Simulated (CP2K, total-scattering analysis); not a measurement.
# The surroundings of H by a first difference

Two samples of water and dimethyl sulfoxide (18 H2O and 5 DMSO; C 9.6, S 4.8, O 22.1, H 63.5 atom %; 320 K, fixed volume; ρ₀ = 0.0955 Å⁻³) differ only in the isotope of H: D (b = 6.6681 fm) and H (b = -3.7395 fm). Other lengths: C 6.6472, S 2.847, O 5.8037 fm. The data are simulated by ab initio molecular dynamics with CP2K (revPBE-D3(BJ), Gaussian and plane waves, DZVP-MOLOPT-SR basis, GTH potentials, 400 Ry, CSVR thermostat, no spin, fixed volume, H with the mass of D). The average runs over 0.49 ps of 104 atoms, so shells between rare elements are rough. Mean temperature 322 K, largest m.s.d. 1.72 Å², energy drift -6 meV an atom (last third less first, no steady trend); the first quarter of the run is discarded. Start: last frame of a classical run of this cell at the same density and temperature. So short a stretch relaxes bonds and nearest shells but still remembers its start. It is a liquid as far as so short a run tells. The partials come from the cell's reciprocal vectors below 4 Å⁻¹ and from g(r) above; absorption, incoherent and inelastic scattering are left out. F(Q) = Σ ci cj bi bj (Sij − 1), in barn per steradian and atom:

```tsv
Q (Å⁻¹)	2H	1H	difference
0.9	-0.294	-0.180	-0.113
1.2	-0.201	-0.154	-0.047
1.5	-0.096	-0.147	0.051
1.8	0.232	-0.144	0.376
2.1	0.271	-0.139	0.409
2.4	0.144	-0.114	0.258
2.7	0.018	-0.064	0.083
3.0	-0.051	0.004	-0.056
3.3	-0.068	0.052	-0.120
3.6	-0.092	0.032	-0.125
3.9	-0.099	0.044	-0.143
4.2	-0.088	0.041	-0.129
4.5	-0.063	0.056	-0.119
4.8	-0.046	0.071	-0.117
5.1	-0.043	0.072	-0.115
5.4	-0.041	0.054	-0.096
5.7	-0.036	0.022	-0.058
6.0	-0.031	-0.009	-0.021
6.3	-0.023	-0.028	0.005
6.6	-0.002	-0.036	0.034
6.9	0.033	-0.037	0.070
7.2	0.060	-0.034	0.094
7.5	0.070	-0.027	0.097
7.8	0.070	-0.021	0.091
8.1	0.066	-0.020	0.086
8.4	0.052	-0.019	0.072
8.7	0.030	-0.016	0.046
9.0	0.007	-0.007	0.013
9.3	-0.013	0.005	-0.018
9.6	-0.030	0.016	-0.046
9.9	-0.043	0.022	-0.065
10.2	-0.048	0.022	-0.070
10.5	-0.044	0.017	-0.061
10.8	-0.034	0.015	-0.049
```

The first difference in real space, ΔG(r), in barn (from the pair functions, so without the broadening of a finite Q range):

```tsv
r (Å)	first difference G(r)
0.50	-0.393
0.58	-0.393
0.66	-0.393
0.74	-0.393
0.82	-0.393
0.90	-0.270
0.98	4.142
1.06	1.709
1.14	0.787
1.22	-0.393
1.30	-0.393
1.38	-0.382
1.46	-0.320
1.54	-0.128
1.62	-0.182
1.70	-0.189
1.78	0.081
1.86	-0.074
1.94	-0.234
2.02	-0.267
2.10	-0.252
2.18	-0.229
2.26	-0.196
2.34	-0.125
2.42	-0.088
2.50	-0.118
2.58	-0.133
2.66	-0.100
2.74	-0.048
2.82	-0.025
2.90	-0.002
2.98	0.043
3.06	0.058
3.14	0.075
3.22	0.054
3.30	0.059
3.38	0.049
3.46	0.053
3.54	0.061
```

**Question.** Which pairs survive in the difference, and what is the first shell of H?

Pairs without H cancel. ΔG(r) = Σ W [g(r) − 1] with W = 2 c(H) c(j) b(j) Δb, and c(H)² (b₁² − b₂²) for H–H: H–C 0.0844, H–S 0.0181, H–O 0.1696, H–H 0.1227 barn. At small r, ΔG → −ΣW = -0.395; in this finite cell the H–H term carries (N − 1)/N with N = 66 atoms of H, which gives -0.393.

The first feature holds O–H (0.98 Å, 0.5 neighbours by the coordinates) and C–H (1.09 Å, 0.5 neighbours by the coordinates) together, so its area gives only their weighted sum.

Shells of H from the coordinates: O–H at 0.98 Å, 0.5 neighbours to 1.26 Å; C–H at 1.09 Å, 0.5 neighbours to 1.40 Å; H–H at 1.55 Å, 1.5 neighbours to 2.04 Å; S–H at 2.41 Å, 0.5 neighbours to 2.70 Å, a soft count (first peaks with a usable minimum only). Counts average over all H, whatever molecule they sit on, and second peaks of a pair (H two bonds away, hydrogen bonds) add features between 1.5 and 2.5 Å that aren't listed. The structure is taken to be the same for both isotopes, which holds least well for H and D.

[Logs are printed without paths, hosts, clocks, repeated set-up lines and the standing remarks that a program may print on its own settings, such as how far it seeks lower states.]
